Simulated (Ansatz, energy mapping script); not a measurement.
# MnS: exchange couplings from total energies, part 2 of 2

Wanted: the magnetic order of MnS, its couplings and an estimate of its ordering temperature, by PBE+U (7 eV).

PBE with U = 7 eV on Mn d, ortho-atomic projectors; plane waves, U on orthogonalised atomic orbitals unless named otherwise, collinear spin, no spin–orbit coupling.

So far. Step 4 (Order 2: compensated +−, cell A of 4 atoms): The run ends antiferromagnetic, 17.32 meV a magnetic atom below the parallel order of its cell. Step 5 (Run 3 (parallel; cell B, 4 atoms)): The run ends ferromagnetic. For each magnetic atom its energy differs from the parallel run of the first cell by 0.09 meV, an error that one common reference would have brought in.

The database entry behind the starting cell differs from later determinations by our own check (an axis about 0.2 % short against later determinations), so it need not match the best structure at ambient conditions.

## 6. Compensated +− start in cell B (4 atoms)

This order reverses 8 of the 12 neighbours at 3.68 Å, 0 of the 6 neighbours at 5.21 Å and 16 of the 24 neighbours at 6.38 Å, counted for an average magnetic atom.

Input file input.yaml:

```yaml
crystal:
  lattice:
    - [0.0, -2.6045, -2.6045]
    - [0.0, 2.6045, -2.6045]
    - [5.209, 0.0, 0.0]
  atoms:
    - { symbol: Mn, position: [0.5, 0.5, 0.5], spin: 4.5 }
    - { symbol: Mn, position: [0.0, 0.0, 0.0], spin: -4.5 }
    - { symbol: S, position: [0.5, 0.5, 0.0] }
    - { symbol: S, position: [0.0, 0.0, 0.5] }
magnetization:
  spin_polarized: true
kpoints:
  mp_grid: { grid: [8, 8, 6] }
hamiltonian:
  xc: pbe
  hubbard:
    sites:
      - { species: Mn, l: d, u_eff: 7.0 }
      - { site: 0, l: d, u_eff: 7.0, starting_ns: [{ spin: up, occupation_matrix: mn1_major }, { spin: down, occupation_matrix: mn1_minor }] }
      - { site: 1, l: d, u_eff: 7.0, starting_ns: [{ spin: up, occupation_matrix: mn1_minor }, { spin: down, occupation_matrix: mn1_major }] }
    projectors: ortho-atomic
    occupation_matrices:
      mn1_major:
        matrix:
          - [0.994, 0.0, 0.0, 0.0, 0.0]
          - [0.0, 0.999, 0.0, 0.0, 0.0]
          - [0.0, 0.0, 0.999, 0.0, 0.0]
          - [0.0, 0.0, 0.0, 0.994, 0.0]
          - [0.0, 0.0, 0.0, 0.0, 0.999]
      mn1_minor:
        matrix:
          - [0.082, 0.0, 0.0, 0.0, 0.0]
          - [0.0, 0.018, 0.0, 0.0, 0.0]
          - [0.0, 0.0, 0.018, 0.0, 0.0]
          - [0.0, 0.0, 0.0, 0.082, 0.0]
          - [0.0, 0.0, 0.0, 0.0, 0.018]
scf:
  occupations: { method: fermi_dirac, width: 0.05 }
output:
  eigenvalues: true
```

Started as:

```console
$ ansatz run input.yaml --threads 4 --pin off --max-ram 8192MiB --backend cpu --events-out ev --progress --plain --runs-dir out
```

Numbers of over 12 decimals in the logs are rounded to 6 here.

The program printed:

```text
[...]
Crystal: 4 atoms, lattice volume = 70.670 Å³
Basis set: ecut = 420 eV, 1393 PW (Γ)
Bands: 31, of which v1, the nominal top of the filled ones, is band 21 counted from 1 (20 counted from 0)
Symmetry: 16 space group operations
[...]
k-points: 60 of 384
[...]
Starting moments: Σ|m| = 9 μB on 2 of 4 sites
[...]
k-point 1 ↑: bands = [... 17 lower, 7.3456, 8.4520, 8.7699, 8.7699, 11.8331, 12.7591, 13.4958, 13.5098, ... 6 higher]
  k-point 2 ↑: bands = [... 17 lower, 7.6170, 7.7575, 8.4933, 8.4933, 12.7801, 12.8869, 13.4947, 13.7659, ... 6 higher]
  k-point 59 ↓: bands = [... 17 lower, 6.3386, 6.3386, 6.5429, 7.0232, 13.3539, 14.1888, 14.1888, 14.2614, ... 6 higher]
Occupation matrices written to <dir>
[key lines of the parts left out:]
SCF converged after 11 iterations
Magnetization: -0.0000 μB (21.0000 up, 21.0000 down)
Free energy (F): -9601.385089 eV
Fermi energy:    10.537178 eV
```

The job ended after 4.7 s (4 threads of Arm Neoverse V1, shared host; peak memory 0.52 GiB).

The run ends antiferromagnetic, 9.83 meV a magnetic atom below the parallel order of its cell.

## 7. Run 5 (parallel; cell C, 6 atoms)

A new cell needs its own zero of energy.

Input file input.yaml:

```yaml
crystal:
  lattice:
    - [0.0, 2.6045, 2.6045]
    - [-2.6045, 0.0, -2.6045]
    - [-5.209, -5.209, 5.209]
  atoms:
    - { symbol: Mn, position: [0.0, 0.0, 0.0], spin: 4.5 }
    - { symbol: Mn, position: [0.333333333, 0.666666667, 0.666666667], spin: 4.5 }
    - { symbol: Mn, position: [0.666666667, 0.333333333, 0.333333333], spin: 4.5 }
    - { symbol: S, position: [0.666666667, 0.333333333, 0.833333333] }
    - { symbol: S, position: [0.0, 0.0, 0.5] }
    - { symbol: S, position: [0.333333333, 0.666666667, 0.166666667] }
magnetization:
  spin_polarized: true
kpoints:
  mp_grid: { grid: [9, 9, 3] }
hamiltonian:
  xc: pbe
  hubbard:
    sites:
      - { species: Mn, l: d, u_eff: 7.0 }
      - { site: 0, l: d, u_eff: 7.0, starting_ns: [{ spin: up, occupation_matrix: mn1_major }, { spin: down, occupation_matrix: mn1_minor }] }
      - { site: 1, l: d, u_eff: 7.0, starting_ns: [{ spin: up, occupation_matrix: mn1_major }, { spin: down, occupation_matrix: mn1_minor }] }
      - { site: 2, l: d, u_eff: 7.0, starting_ns: [{ spin: up, occupation_matrix: mn1_major }, { spin: down, occupation_matrix: mn1_minor }] }
    projectors: ortho-atomic
    occupation_matrices:
      mn1_major:
        matrix:
          - [0.994, 0.0, 0.0, 0.0, 0.0]
          - [0.0, 0.999, 0.0, 0.0, 0.0]
          - [0.0, 0.0, 0.999, 0.0, 0.0]
          - [0.0, 0.0, 0.0, 0.994, 0.0]
          - [0.0, 0.0, 0.0, 0.0, 0.999]
      mn1_minor:
        matrix:
          - [0.082, 0.0, 0.0, 0.0, 0.0]
          - [0.0, 0.018, 0.0, 0.0, 0.0]
          - [0.0, 0.0, 0.018, 0.0, 0.0]
          - [0.0, 0.0, 0.0, 0.082, 0.0]
          - [0.0, 0.0, 0.0, 0.0, 0.018]
scf:
  occupations: { method: fermi_dirac, width: 0.05 }
output:
  eigenvalues: true
```

The program printed:

```text
[...]
Crystal: 6 atoms, lattice volume = 106.005 Å³
Basis set: ecut = 420 eV, 2071 PW (Γ)
Bands: 46, of which v1, the nominal top of the filled ones, is band 32 counted from 1 (31 counted from 0)
Symmetry: 36 space group operations
[...]
k-points: 31 of 243
[...]
Starting moments: Σ|m| = 13.5 μB on 3 of 6 sites
[...]
k-point 0 ↑: bands = [... 28 lower, 3.2380, 3.2380, 5.6777, 5.6777, 8.8158, 8.8158, 8.8158, 9.6962, ... 10 higher]
  k-point 1 ↑: bands = [... 28 lower, 3.3400, 3.3400, 5.2221, 6.6669, 7.9916, 8.9499, 8.9499, 9.2911, ... 10 higher]
  k-point 2 ↑: bands = [... 28 lower, 3.2987, 3.3268, 5.7615, 5.7883, 8.1322, 8.6380, 8.8306, 8.9534, ... 10 higher]
  k-point 30 ↓: bands = [... 28 lower, 14.1468, 14.1468, 14.5069, 14.5069, 14.5069, 14.5872, 14.5872, 14.5872, ... 10 higher]
Occupation matrices written to <dir>
[key lines of the parts left out:]
SCF converged after 12 iterations
Magnetization: 15.0000 μB (39.0000 up, 24.0000 down)
Free energy (F): -14402.048349 eV
Fermi energy:    10.613369 eV
```

The job ended after 6.2 s (4 threads; peak memory 0.58 GiB).

The run ends ferromagnetic. For each magnetic atom its energy differs from the parallel run of the first cell by 0.02 meV, an error that one common reference would have brought in.

## 8. Order 6: uncompensated ++−, cell C of 6 atoms

This order reverses 4 of the 12 neighbours at 3.68 Å, 4 of the 6 neighbours at 5.21 Å and 12 of the 24 neighbours at 6.38 Å, counted for an average magnetic atom.

input.yaml: that of step 7 with these lines changed.

```diff
@@ -8,3 +8,3 @@
     - { symbol: Mn, position: [0.333333333, 0.666666667, 0.666666667], spin: 4.5 }
-    - { symbol: Mn, position: [0.666666667, 0.333333333, 0.333333333], spin: 4.5 }
+    - { symbol: Mn, position: [0.666666667, 0.333333333, 0.333333333], spin: -4.5 }
     - { symbol: S, position: [0.666666667, 0.333333333, 0.833333333] }
@@ -23,3 +23,3 @@
       - { site: 1, l: d, u_eff: 7.0, starting_ns: [{ spin: up, occupation_matrix: mn1_major }, { spin: down, occupation_matrix: mn1_minor }] }
-      - { site: 2, l: d, u_eff: 7.0, starting_ns: [{ spin: up, occupation_matrix: mn1_major }, { spin: down, occupation_matrix: mn1_minor }] }
+      - { site: 2, l: d, u_eff: 7.0, starting_ns: [{ spin: up, occupation_matrix: mn1_minor }, { spin: down, occupation_matrix: mn1_major }] }
     projectors: ortho-atomic
```

The program printed:

```text
[...]
Crystal: 6 atoms, lattice volume = 106.005 Å³
Basis set: ecut = 420 eV, 2071 PW (Γ)
Bands: 46, of which v1, the nominal top of the filled ones, is band 32 counted from 1 (31 counted from 0)
Symmetry: 12 space group operations
[...]
k-points: 31 of 243
[...]
Starting moments: Σ|m| = 13.5 μB on 3 of 6 sites
[...]
k-point 1 ↑: bands = [... 28 lower, 8.3877, 8.3877, 9.0737, 9.0737, 9.6042, 9.6042, 13.1371, 13.3563, ... 10 higher]
  k-point 2 ↑: bands = [... 28 lower, 8.1916, 8.3283, 8.8489, 8.8959, 9.1456, 9.5542, 13.0753, 13.5927, ... 10 higher]
  k-point 30 ↓: bands = [... 28 lower, 8.0628, 13.0165, 13.7680, 13.7680, 14.1449, 14.3431, 14.3431, 14.4928, ... 10 higher]
Occupation matrices written to <dir>
[key lines of the parts left out:]
SCF converged after 12 iterations
Magnetization: 5.0000 μB (34.0000 up, 29.0000 down)
Free energy (F): -14402.092263 eV
Fermi energy:    10.642260 eV
```

The job ended after 6.2 s (4 threads; peak memory 0.6 GiB).

The run ends ferrimagnetic, 14.64 meV a magnetic atom below the parallel order of its cell.

## 9. Order 7: parallel, cell D of 6 atoms

The parallel order again, as the reference for this cell.

This run holds the same structure in another cell (b 3.683 → 5.209 Å, c 9.022 → 6.380 Å, α 90.0 → 114.1°, β 90.0 → 106.8°, γ 120.0 → 90.0°).

Input file input.yaml:

```yaml
crystal:
  lattice:
    - [0.0, -2.6045, -2.6045]
    - [-5.209, 0.0, 0.0]
    - [2.6045, 5.209, -2.6045]
  atoms:
    - { symbol: Mn, position: [0.666666667, 0.666666667, 0.333333333], spin: 4.5 }
    - { symbol: Mn, position: [0.333333333, 0.333333333, 0.666666667], spin: 4.5 }
    - { symbol: Mn, position: [0.0, 0.0, 0.0], spin: 4.5 }
    - { symbol: S, position: [0.666666667, 0.166666667, 0.333333333] }
    - { symbol: S, position: [0.333333333, 0.833333333, 0.666666667] }
    - { symbol: S, position: [0.0, 0.5, 0.0] }
magnetization:
  spin_polarized: true
kpoints:
  mp_grid: { grid: [8, 8, 8] }
hamiltonian:
  xc: pbe
  hubbard:
    sites:
      - { species: Mn, l: d, u_eff: 7.0 }
      - { site: 0, l: d, u_eff: 7.0, starting_ns: [{ spin: up, occupation_matrix: mn1_major }, { spin: down, occupation_matrix: mn1_minor }] }
      - { site: 1, l: d, u_eff: 7.0, starting_ns: [{ spin: up, occupation_matrix: mn1_major }, { spin: down, occupation_matrix: mn1_minor }] }
      - { site: 2, l: d, u_eff: 7.0, starting_ns: [{ spin: up, occupation_matrix: mn1_major }, { spin: down, occupation_matrix: mn1_minor }] }
    projectors: ortho-atomic
    occupation_matrices:
      mn1_major:
        matrix:
          - [0.994, 0.0, 0.0, 0.0, 0.0]
          - [0.0, 0.999, 0.0, 0.0, 0.0]
          - [0.0, 0.0, 0.999, 0.0, 0.0]
          - [0.0, 0.0, 0.0, 0.994, 0.0]
          - [0.0, 0.0, 0.0, 0.0, 0.999]
      mn1_minor:
        matrix:
          - [0.082, 0.0, 0.0, 0.0, 0.0]
          - [0.0, 0.018, 0.0, 0.0, 0.0]
          - [0.0, 0.0, 0.018, 0.0, 0.0]
          - [0.0, 0.0, 0.0, 0.082, 0.0]
          - [0.0, 0.0, 0.0, 0.0, 0.018]
scf:
  occupations: { method: fermi_dirac, width: 0.05 }
output:
  eigenvalues: true
```

The program printed:

```text
[...]
Crystal: 6 atoms, lattice volume = 106.005 Å³
Basis set: ecut = 420 eV, 2085 PW (Γ)
Bands: 46, of which v1, the nominal top of the filled ones, is band 32 counted from 1 (31 counted from 0)
Symmetry: 24 space group operations
[...]
k-points: 95 of 512
[...]
Starting moments: Σ|m| = 13.5 μB on 3 of 6 sites
[...]
k-point 0 ↑: bands = [... 28 lower, 3.7864, 3.7864, 6.0069, 6.0069, 6.1173, 6.1173, 8.7957, 8.7957, ... 10 higher]
  k-point 1 ↑: bands = [... 28 lower, 3.6110, 4.0480, 5.5947, 5.9744, 6.1760, 6.6587, 8.1805, 8.4988, ... 10 higher]
  k-point 2 ↑: bands = [... 28 lower, 3.4905, 4.3268, 5.1209, 6.0615, 6.5034, 7.1908, 7.6384, 7.8426, ... 10 higher]
  k-point 94 ↓: bands = [... 28 lower, 14.2078, 14.3287, 14.3843, 14.3843, 14.6879, 14.6879, 14.9058, 14.9058, ... 10 higher]
Occupation matrices written to <dir>
[key lines of the parts left out:]
SCF converged after 12 iterations
Magnetization: 15.0000 μB (39.0000 up, 24.0000 down)
Free energy (F): -14402.048401 eV
Fermi energy:    10.584060 eV
```

It took 18 s on 4 threads; peak memory 0.96 GiB; 67 s of CPU time.

The run ends ferromagnetic. For each magnetic atom its energy differs from the parallel run of the first cell by 0.00 meV, an error that one common reference would have brought in.

## 10. Uncompensated ++− start in cell D (6 atoms)

This order reverses 6.67 of the 12 neighbours at 3.68 Å, 2.67 of the 6 neighbours at 5.21 Å and 8 of the 24 neighbours at 6.38 Å, counted for an average magnetic atom.

input.yaml: that of step 9 with these lines changed.

```diff
@@ -8,3 +8,3 @@
     - { symbol: Mn, position: [0.333333333, 0.333333333, 0.666666667], spin: 4.5 }
-    - { symbol: Mn, position: [0.0, 0.0, 0.0], spin: 4.5 }
+    - { symbol: Mn, position: [0.0, 0.0, 0.0], spin: -4.5 }
     - { symbol: S, position: [0.666666667, 0.166666667, 0.333333333] }
@@ -23,3 +23,3 @@
       - { site: 1, l: d, u_eff: 7.0, starting_ns: [{ spin: up, occupation_matrix: mn1_major }, { spin: down, occupation_matrix: mn1_minor }] }
-      - { site: 2, l: d, u_eff: 7.0, starting_ns: [{ spin: up, occupation_matrix: mn1_major }, { spin: down, occupation_matrix: mn1_minor }] }
+      - { site: 2, l: d, u_eff: 7.0, starting_ns: [{ spin: up, occupation_matrix: mn1_minor }, { spin: down, occupation_matrix: mn1_major }] }
     projectors: ortho-atomic
```

The program printed:

```text
[...]
Crystal: 6 atoms, lattice volume = 106.005 Å³
Basis set: ecut = 420 eV, 2085 PW (Γ)
Bands: 46, of which v1, the nominal top of the filled ones, is band 32 counted from 1 (31 counted from 0)
Symmetry: 8 space group operations
[...]
k-points: 95 of 512
[...]
Starting moments: Σ|m| = 13.5 μB on 3 of 6 sites
[...]
k-point 1 ↑: bands = [... 28 lower, 6.5665, 7.6979, 8.5279, 8.8006, 8.8730, 9.0359, 12.5006, 13.0805, ... 10 higher]
  k-point 2 ↑: bands = [... 28 lower, 7.0466, 7.4475, 7.8435, 8.6507, 8.8076, 9.4087, 12.3067, 13.4464, ... 10 higher]
  k-point 94 ↓: bands = [... 28 lower, 9.0274, 13.6467, 14.0402, 14.0994, 14.2383, 14.2941, 14.4486, 14.5445, ... 10 higher]
Occupation matrices written to <dir>
[key lines of the parts left out:]
SCF converged after 12 iterations
Magnetization: 5.0000 μB (34.0000 up, 29.0000 down)
Free energy (F): -14402.091765 eV
Fermi energy:    10.647566 eV
```

The job ended after 18 s (4 threads; peak memory 1 GiB; 69 s of CPU time).

The run ends ferrimagnetic, 14.45 meV a magnetic atom below the parallel order of its cell.

## 11. Mapping onto a Heisenberg model

Each energy difference is a sum of couplings weighted by the pairs that the order reverses. A few near shells are fitted to the differences by least squares. Energies are those extrapolated to zero occupation width, not the free energies F.

The orders that converged (zero: parallel moments in the same cell):

```
                      order  atoms  energy (meV a magnetic atom)  moments (μB)  moments kept as typed  opposed neighbours at 3.68, 5.21, 6.38 Å
         parallel in cell A      4                          0.00          4.57                    yes                                   0, 0, 0
   compensated +− in cell A      4                        -17.32          4.52                    yes                                  6, 6, 12
         parallel in cell B      4                          0.00          4.57                    yes                                   0, 0, 0
   compensated +− in cell B      4                         -9.83          4.56                    yes                                  8, 0, 16
         parallel in cell C      6                          0.00          4.57                    yes                                   0, 0, 0
uncompensated ++− in cell C      6                        -14.64  4.52 to 4.55                    yes                                  4, 4, 12
         parallel in cell D      6                          0.00          4.57                    yes                                   0, 0, 0
uncompensated ++− in cell D      6                        -14.45  4.53 to 4.55                    yes                             6.67, 2.67, 8
```

Couplings from the energies, with E = −Σ J e·e over ordered pairs:

```csv
pair,distance (Å),neighbours,J (meV)
Mn–Mn,3.68,12,-0.570
Mn–Mn,5.21,6,-0.928
Mn–Mn,6.38,24,-0.0416
```

Adding the shell at 7.37 Å gives -0.34, -0.83, -0.14 and -0.25 meV and a mean-field temperature of 20.5 K, an exact solve that tests nothing.

In mean field these couplings order at 43.1 K, at q = (0.50, 0.50, 0.50) in fractions of the conventional cell's reciprocal vectors, and give a Curie–Weiss temperature of -104 K.

## 12. Finite temperature

Mean field ignores fluctuations and overstates the ordering temperature, so the model is also sampled. The heat capacity peaks where order sets in.

Classical unit spins with these couplings on 8×8×4 copies of a cell that holds the lowest order (512 spins), heat-bath sweeps, cooled from random directions, 1009 sweeps to settle and 3027 measured at each temperature, averaged over 4 runs.

| T (K) | order along the lowest pattern | net moment | heat capacity (k_B a spin) |
| --- | --- | --- | --- |
| 5.17 | 0.44 | 0.01 | 1.06 |
| 8.84 | 0.49 | 0.01 | 1.12 |
| 14.3 | 0.35 | 0.01 | 1.20 |
| 18.0 | 0.33 | 0.01 | 1.28 |
| 21.7 | 0.33 | 0.01 | 1.41 |
| 27.2 | 0.26 | 0.02 | 1.85 |
| 30.9 | 0.19 | 0.02 | 1.62 |
| 34.5 | 0.14 | 0.02 | 0.91 |
| 38.2 | 0.11 | 0.02 | 0.54 |
| 43.7 | 0.09 | 0.02 | 0.33 |
| 47.4 | 0.08 | 0.02 | 0.27 |

The smoothed heat capacity peaks at 27.9 K. The order column follows one pattern alone; equivalent domains or another pattern share the rest.

## 13. Comparison

The first set of orders, under PBE+U (1 eV), took 4.7 min of CPU time summed over its finished orders (seed run apart), these 4.5 min.

```
                           quantity  this set  first set
                   J at 3.68 Å, meV    -0.570      -2.82
                   J at 5.21 Å, meV    -0.928      -9.01
                   J at 6.38 Å, meV   -0.0416    -0.0642
ordering temperature, mean field, K      43.1        418
 heat-capacity peak, Monte Carlo, K      27.9        281
```

The coupling that led in the first set goes from -9.01 to -0.928 meV.

## 14. Results

| Quantity | Value |
| --- | --- |
| lowest order tried | compensated +− in cell A |
| largest fitted value, Mn–Mn at 5.21 Å | -0.928 meV |
| ordering temperature, mean field | 43.1 K |
| heat-capacity peak, Monte Carlo | 27.9 K |

In words: Of the orders tried, MnS prefers the order “compensated +− in cell A” under PBE+U (7 eV), with 6 of 12 neighbours at 3.68 Å, 6 of 6 neighbours at 5.21 Å and 12 of 24 neighbours at 6.38 Å opposed. The coupling at 5.21 Å is 0.10 times that of the first set, at 0.95 times the CPU time. The largest fitted coupling is the Mn–Mn pair at 5.21 Å, antiferromagnetic at -0.93 meV, across a ligand at about 180°. It also takes up the part of reversed shells that are not fitted, so neither its size nor its rank as a single path is established. The orders also reverse pairs at 7.37 Å, which are not fitted, so the fitted values hold their part too. With 4 differences for 3 couplings the fit misses by 1.7 meV at most, which is not small: farther shells, terms beyond the Heisenberg form or the mesh can cause that. In the fitted orders moments change by up to 1.2 % against the parallel run of the same cell, so their size stays put. One more shell, at 7.37 Å, moves the mean-field temperature from 43.1 to 20.5 K, so the temperatures, and any agreement with experiment, hang on where the fit is cut. Monte Carlo puts the peak at 0.65 of the mean-field temperature, since mean field leaves out fluctuations. In tests on simple cubic and body-centred models such peaks lay 5 to 6 % under the bulk value. On cooling, the order along the one computed pattern stays at or under 0.51: the model settles in an equivalent domain, a degenerate mixture or another order. The parallel order holds 5 μB a magnetic atom, spin 2.5; the common factor (S+1)/S would raise the classical 27.9 K to 39.1 K, a correction that often overshoots. The classical value and the one scaled by (S+1)/S differ by a factor of 1.4, so closeness of either to the measured temperature is partly a matter of convention.

Calculation against experiment:

| quantity | measured | PBE+U (7 eV), Monte Carlo | PBE+U (7 eV), Monte Carlo × (S+1)/S |
| --- | --- | --- | --- |
| ordering temperature (spin model) (K) | 150 | 28 (-81.4 %) | 39 (-74.0 %) |

Measured values from arxiv:1108.4537 (2011).

How well it matches: The ordering temperature is off by -81.4 % at PBE+U (7 eV), Monte Carlo: a clear miss. No cell relaxation is part of this session.

[Logs and program files are shortened in this print: banners, set-up blocks, solver, clock and traceback lines can be left out without a mark of their own.]

[Logs are printed without paths, hosts, clocks, repeated set-up lines and the standing remarks that a program may print on its own settings, such as how far it seeks lower states.]

[Hosts, paths, dates, database ids (printed as entryN), source tags and the programs' standing remarks are cut or masked in the printed files.]

[Where a cell is said to come from a database of computed structures, the database is the Materials Project.]
